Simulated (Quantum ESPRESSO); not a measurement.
## KTaO3 (Pm-3m): zone-centre phonons

Which modes does KTaO3 (Pm-3m) have at the zone centre?

Calculated with Quantum ESPRESSO 7.5; DFT LDA, scalar-relativistic, plane waves, PseudoDojo norm-conserving pseudopotentials.

## (1) The structure

It takes space group Pm-3m (No. 221, cubic). The conventional cell has a = 3.988 Å, b = 3.988 Å, c = 3.988 Å, α = 90.00°, β = 90.00°, γ = 90.00°. K has 12 O at 2.82 Å nearest. Nearest to Ta lie 6 O at 1.99 Å. Nearest to O lie 2 Ta at 1.99 Å and 4 K at 2.82 Å. Farther neighbours and most contacts between anions are not listed.

## (2) A first look

Before anything dear is run, a loose run with smearing shows whether this is a metal and how far the cell is from rest.

probe.in reads:

```
&control
   calculation = 'scf'
   prefix = 'x'
   outdir = './tmp'
   pseudo_dir = './pseudo'
   tprnfor = .true.
   tstress = .true.
   verbosity = 'high'
/
&system
   ibrav = 1
   celldm(1) = 7.5367947
   nat = 5
   ntyp = 3
   ecutwfc = 92.0
   occupations = 'smearing'
   smearing = 'gaussian'
   degauss = 0.01
/
&electrons
   conv_thr = 1.0d-07
   mixing_beta = 0.7
   electron_maxstep = 100
/
ATOMIC_SPECIES
 K      39.0983  K.upf
 Ta    180.9479  Ta.upf
 O      15.9990  O.upf
ATOMIC_POSITIONS crystal
 K      0.500000000   0.500000000   0.500000000
 Ta     0.000000000   0.000000000   0.000000000
 O      0.500000000   0.000000000   0.000000000
 O      0.000000000   0.500000000   0.000000000
 O      0.000000000   0.000000000   0.500000000
K_POINTS automatic
 4 4 4 0 0 0
```

Launch:

```console
$ OMP_NUM_THREADS=1 mpirun -n 8 pw.x -nk 8 -in probe.in > probe.out
```

Output:

```text
[banners, grids, parts of the stress and lines that vanish by symmetry left out]
Program PWSCF v.7.5
     bravais-lattice index     =            1
     lattice parameter (alat)  =       7.5368  a.u.
[...]
kinetic-energy cutoff     =      92.0000  Ry
     charge density cutoff     =     368.0000  Ry
     scf convergence threshold =      1.0E-07
[...]
Exchange-correlation= SLA  PW   NOGX NOGC
                           (   1   4   0   0   0   0   0)
[...]
48 Sym. Ops., with inversion, found
[...]
(     0          1          0      )
                  (     0          0          1      )
[...]
(  0.0000000  1.0000000  0.0000000 )
                  (  0.0000000  0.0000000  1.0000000 )
[...]
(     0         -1          0      )
                  (     0          0          1      )
[...]
( -1.0000000  0.0000000  0.0000000 )
                  (  0.0000000  1.0000000  0.0000000 )
[...]
number of k points=    10  Gaussian smearing, width (Ry)=  0.0100
[...]
End of self-consistent calculation
[...]
the Fermi energy is     9.2964 ev
!    total energy              =    -289.77288131 Ry
[...]
convergence has been achieved in  10 iterations
[...]
atom    1 type  1   force =     0.00000000    0.00000000    0.00000000
     atom    2 type  2   force =     0.00000000    0.00000000    0.00000000
     atom    3 type  3   force =     0.00000000    0.00000000    0.00000000
     atom    4 type  3   force =     0.00000000    0.00000000    0.00000000
     atom    5 type  3   force =     0.00000000    0.00000000    0.00000000
[...]
Total force =     0.000000     Total SCF correction =     0.000000
[...]
total   stress  (Ry/bohr**3)                   (kbar)     P=      -75.98
[...]
XML data file, charge density, pseudopotentials, collected wavefunctions

   JOB DONE.
```

The job ended after 5.3 s (8 MPI ranks of Arm Neoverse V2, shared host; 41 s of CPU time).

Numbers from this step:

```yaml
volume_per_atom: 12.69 Å³
pressure: -7.598 GPa
gap_on_the_k_mesh: 2.070 eV
```

A gap of 2.1 eV opens on this mesh, so the crystal is taken as an insulator; the start stands at -7.6 GPa.

## (3) Relaxation

The relaxation runs at a cutoff a fifth above that of the response, since stress converges more slowly with the basis than frequencies do. Forces and stress are brought to rest with tight thresholds.

relax.in reads:

```
&control
   calculation = 'vc-relax'
   prefix = 'x'
   outdir = './tmp'
   pseudo_dir = './pseudo'
   tprnfor = .true.
   tstress = .true.
   forc_conv_thr = 2.0d-05
   etot_conv_thr = 1.0d-07
   nstep = 40
/
&system
   ibrav = 1
   celldm(1) = 7.5367947
   nat = 5
   ntyp = 3
   ecutwfc = 110
   occupations = 'fixed'
   nbnd = 22
/
&electrons
   conv_thr = 1.0d-11
   mixing_beta = 0.7
   electron_maxstep = 100
/
&ions
/
&cell
   press_conv_thr = 0.2
/
ATOMIC_SPECIES
 K      39.0983  K.upf
 Ta    180.9479  Ta.upf
 O      15.9990  O.upf
ATOMIC_POSITIONS crystal
 K      0.500000000   0.500000000   0.500000000
 Ta     0.000000000   0.000000000   0.000000000
 O      0.500000000   0.000000000   0.000000000
 O      0.000000000   0.500000000   0.000000000
 O      0.000000000   0.000000000   0.500000000
K_POINTS automatic
 6 6 6 0 0 0
```

Launch:

```console
$ OMP_NUM_THREADS=1 mpirun -n 8 pw.x -nk 8 -in relax.in > relax.out
```

Output:

```text
[banners, grids, parts of the stress and lines that vanish by symmetry left out]
[banner, memory and clock lines left out]
Program PWSCF v.7.5

[...]
kinetic-energy cutoff     =     110.0000  Ry
     charge density cutoff     =     440.0000  Ry
     scf convergence threshold =      1.0E-11
[...]
energy convergence thresh.=      1.0E-07
     force convergence thresh. =      2.0E-05
     press convergence thresh. =      2.0E-01
     Exchange-correlation= SLA  PW   NOGX NOGC
                           (   1   4   0   0   0   0   0)
[...]
48 Sym. Ops., with inversion, found
[...]
number of k points=    20
[...]
End of self-consistent calculation
[...]
highest occupied, lowest unoccupied level (ev):     8.3724   10.4596
!    total energy              =    -289.77470632 Ry
[...]
convergence has been achieved in  17 iterations
[...]
atom    1 type  1   force =     0.00000000    0.00000000    0.00000000
     atom    2 type  2   force =     0.00000000    0.00000000    0.00000000
     atom    3 type  3   force =     0.00000000    0.00000000    0.00000000
     atom    4 type  3   force =     0.00000000    0.00000000    0.00000000
     atom    5 type  3   force =     0.00000000    0.00000000    0.00000000
     Total force =     0.000000     Total SCF correction =     0.000000
[...]
total   stress  (Ry/bohr**3)                   (kbar)     P=      -76.30
[...]
number of bfgs steps    =   0
[...]
CELL_PARAMETERS (alat=  7.53679470)
[...]
ATOMIC_POSITIONS (crystal)
K                0.5000000000        0.5000000000        0.5000000000
Ta               0.0000000000        0.0000000000        0.0000000000
O                0.5000000000        0.0000000000        0.0000000000
O                0.0000000000        0.5000000000        0.0000000000
[...]
New effective cutoffs (rho, wfc):  451.57  112.89
[...]
End of self-consistent calculation
[...]
highest occupied, lowest unoccupied level (ev):     8.9193   11.0880
!    total energy              =    -289.77894226 Ry
[...]
convergence has been achieved in  11 iterations
[...]
atom    1 type  1   force =     0.00000000    0.00000000    0.00000000
     atom    2 type  2   force =     0.00000000    0.00000000    0.00000000
     atom    3 type  3   force =     0.00000000    0.00000000    0.00000000
     atom    4 type  3   force =     0.00000000    0.00000000    0.00000000
     atom    5 type  3   force =     0.00000000    0.00000000    0.00000000
     Total force =     0.000000     Total SCF correction =     0.000000
[...]
total   stress  (Ry/bohr**3)                   (kbar)     P=        3.38
[...]
number of bfgs steps    =   1
[...]
CELL_PARAMETERS (alat=  7.53679470)
[...]
ATOMIC_POSITIONS (crystal)
[...]
New effective cutoffs (rho, wfc):  451.08  112.77
[...]
End of self-consistent calculation
[...]
highest occupied, lowest unoccupied level (ev):     8.8961   11.0615
!    total energy              =    -289.77894945 Ry
[...]
convergence has been achieved in  10 iterations
[...]
atom    1 type  1   force =     0.00000000    0.00000000    0.00000000
     atom    2 type  2   force =     0.00000000    0.00000000    0.00000000
     atom    3 type  3   force =     0.00000000    0.00000000    0.00000000
     atom    4 type  3   force =     0.00000000    0.00000000    0.00000000
[...]
Total force =     0.000000     Total SCF correction =     0.000000
[...]
total   stress  (Ry/bohr**3)                   (kbar)     P=       -0.23
[...]
number of bfgs steps    =   2
[...]
CELL_PARAMETERS (alat=  7.53679470)
[...]
ATOMIC_POSITIONS (crystal)
[...]
New effective cutoffs (rho, wfc):  451.11  112.78
[...]
End of self-consistent calculation
[...]
highest occupied, lowest unoccupied level (ev):     8.8976   11.0632
!    total energy              =    -289.77894948 Ry
[...]
convergence has been achieved in   6 iterations
[...]
atom    3 type  3   force =     0.00000000    0.00000000    0.00000000
     atom    4 type  3   force =     0.00000000    0.00000000    0.00000000
     atom    5 type  3   force =     0.00000000    0.00000000    0.00000000
     Total force =     0.000000     Total SCF correction =     0.000000
[...]
total   stress  (Ry/bohr**3)                   (kbar)     P=       -0.00
[...]
bfgs converged in   4 scf cycles and   3 bfgs steps
[...]
End of BFGS Geometry Optimization
     Final enthalpy           =    -289.7789494839 Ry
     File ./tmp/x.bfgs deleted, as requested
[...]
CELL_PARAMETERS (alat=  7.53679470)
[...]
ATOMIC_POSITIONS (crystal)
[...]
O                0.0000000000        0.5000000000        0.0000000000
O                0.0000000000        0.0000000000        0.5000000000
[...]
Final scf calculation at the relaxed structure.
[...]
kinetic-energy cutoff     =     110.0000  Ry
     charge density cutoff     =     440.0000  Ry
     scf convergence threshold =      1.0E-13
[...]
press convergence thresh. =      2.0E-01
     Exchange-correlation= SLA  PW   NOGX NOGC
                           (   1   4   0   0   0   0   0)
[...]
48 Sym. Ops., with inversion, found
[...]
number of k points=    20
[...]
End of self-consistent calculation
[...]
highest occupied, lowest unoccupied level (ev):     8.8976   11.0632
!    total energy              =    -289.77894553 Ry
[...]
convergence has been achieved in  18 iterations
[...]
atom    1 type  1   force =     0.00000000    0.00000000    0.00000000
     atom    2 type  2   force =     0.00000000    0.00000000    0.00000000
     atom    3 type  3   force =     0.00000000    0.00000000    0.00000000
     atom    4 type  3   force =     0.00000000    0.00000000    0.00000000
     atom    5 type  3   force =     0.00000000    0.00000000    0.00000000
     Total force =     0.000000     Total SCF correction =     0.000000
[...]
total   stress  (Ry/bohr**3)                   (kbar)     P=       -0.01
[...]
XML data file, charge density, pseudopotentials, collected wavefunctions
```

The job ended after 59 s (8 MPI ranks).

The steps of the relaxation:

```csv
step,energy less that of the first step (eV),largest force (eV/Å),pressure (GPa),volume (Å³)
1,0.0000,0.0000,-7.63,63.44
2,-0.0576,0.0000,0.34,61.00
3,-0.0577,0.0000,-0.02,61.10
4,-0.0577,0.0000,0.00,61.10
5,-0.0577,0.0000,0.00,61.10
```

| conventional cell, symmetrised | before | after | change |
| --- | --- | --- | --- |
| a (Å) | 3.988 | 3.939 | -1.2 % |
| b (Å) | 3.988 | 3.939 | -1.2 % |
| c (Å) | 3.988 | 3.939 | -1.2 % |
| volume (Å³/atom) | 12.69 | 12.22 | -3.7 % |

The relaxed structure:

```
K Ta O
1.0
     3.93859    0.00000    0.00000
     0.00000    3.93859    0.00000
     0.00000    0.00000    3.93859
K Ta O
1 1 3
Direct
  0.50000 0.50000 0.50000
  0.00000 0.00000 0.00000
  0.50000 0.00000 0.00000
  0.00000 0.50000 0.00000
  0.00000 0.00000 0.50000
```

The last row of the table of steps is pw.x's closing run on a basis chosen anew for the final cell, so its energy can jump.

Read from the output:

| Quantity | Value |
| --- | --- |
| volume per atom | 12.22 Å³ |
| pressure | -0.001 GPa |
| gap on the k-mesh | 2.166 eV |

The volume changes by -3.7 % from the cell with which this run began.

## (4) Self-consistent run for the response

Perturbation theory inherits every error of the wavefunctions, so the threshold is set near the limit of the arithmetic. With a gap, occupations are fixed, which also allows the response to an electric field.

scf.in reads:

```
&control
   calculation = 'scf'
   prefix = 'x'
   outdir = './tmp'
   pseudo_dir = './pseudo'
   tprnfor = .true.
   tstress = .true.
/
&system
   ibrav = 1
   celldm(1) = 7.44285043
   nat = 5
   ntyp = 3
   ecutwfc = 92.0
   occupations = 'fixed'
   nbnd = 22
/
&electrons
   conv_thr = 1.0d-12
   mixing_beta = 0.7
   electron_maxstep = 100
/
ATOMIC_SPECIES
 K      39.0983  K.upf
 Ta    180.9479  Ta.upf
 O      15.9990  O.upf
ATOMIC_POSITIONS crystal
 K      0.500000000   0.500000000   0.500000000
 Ta     0.000000000   0.000000000   0.000000000
 O      0.500000000   0.000000000   0.000000000
 O      0.000000000   0.500000000   0.000000000
 O      0.000000000   0.000000000   0.500000000
K_POINTS automatic
 8 8 8 0 0 0
```

Launch:

```console
$ OMP_NUM_THREADS=1 mpirun -n 8 pw.x -nk 8 -in scf.in > scf.out
```

Output:

```text
[banners, grids, parts of the stress and lines that vanish by symmetry left out]
[banner, memory and clock lines left out]
Program PWSCF v.7.5

[...]
kinetic-energy cutoff     =      92.0000  Ry
     charge density cutoff     =     368.0000  Ry
     scf convergence threshold =      1.0E-12
[...]
Exchange-correlation= SLA  PW   NOGX NOGC
                           (   1   4   0   0   0   0   0)
[...]
48 Sym. Ops., with inversion, found
[...]
number of k points=    35
[...]
End of self-consistent calculation
[...]
highest occupied, lowest unoccupied level (ev):     8.8972   11.0639
!    total energy              =    -289.77896141 Ry
[...]
convergence has been achieved in  17 iterations
[...]
atom    1 type  1   force =     0.00000000    0.00000000    0.00000000
     atom    2 type  2   force =     0.00000000    0.00000000    0.00000000
     atom    3 type  3   force =     0.00000000    0.00000000    0.00000000
     atom    4 type  3   force =     0.00000000    0.00000000    0.00000000
     atom    5 type  3   force =     0.00000000    0.00000000    0.00000000
     Total force =     0.000000     Total SCF correction =     0.000000
[...]
total   stress  (Ry/bohr**3)                   (kbar)     P=       -0.04
[...]
XML data file, charge density, pseudopotentials, collected wavefunctions
```

Elapsed: 16 s, on 8 MPI ranks; 2.2 min of CPU time.

This step gave:

| Quantity | Value |
| --- | --- |
| pressure | -0.004 GPa |
| gap on the k-mesh | 2.167 eV |

The cell stands at -0.004 GPa, close enough for phonons.

(Continued in part 2 of 2.)

[Host names and launcher messages were left out of these logs when they were recorded.]

[Logs are printed without paths, hosts, clocks, repeated set-up lines and the standing remarks that a program may print on its own settings, such as how far it seeks lower states.]

[Hosts, paths, dates, database ids (printed as entryN), source tags and the programs' standing remarks are cut or masked in the printed files.]
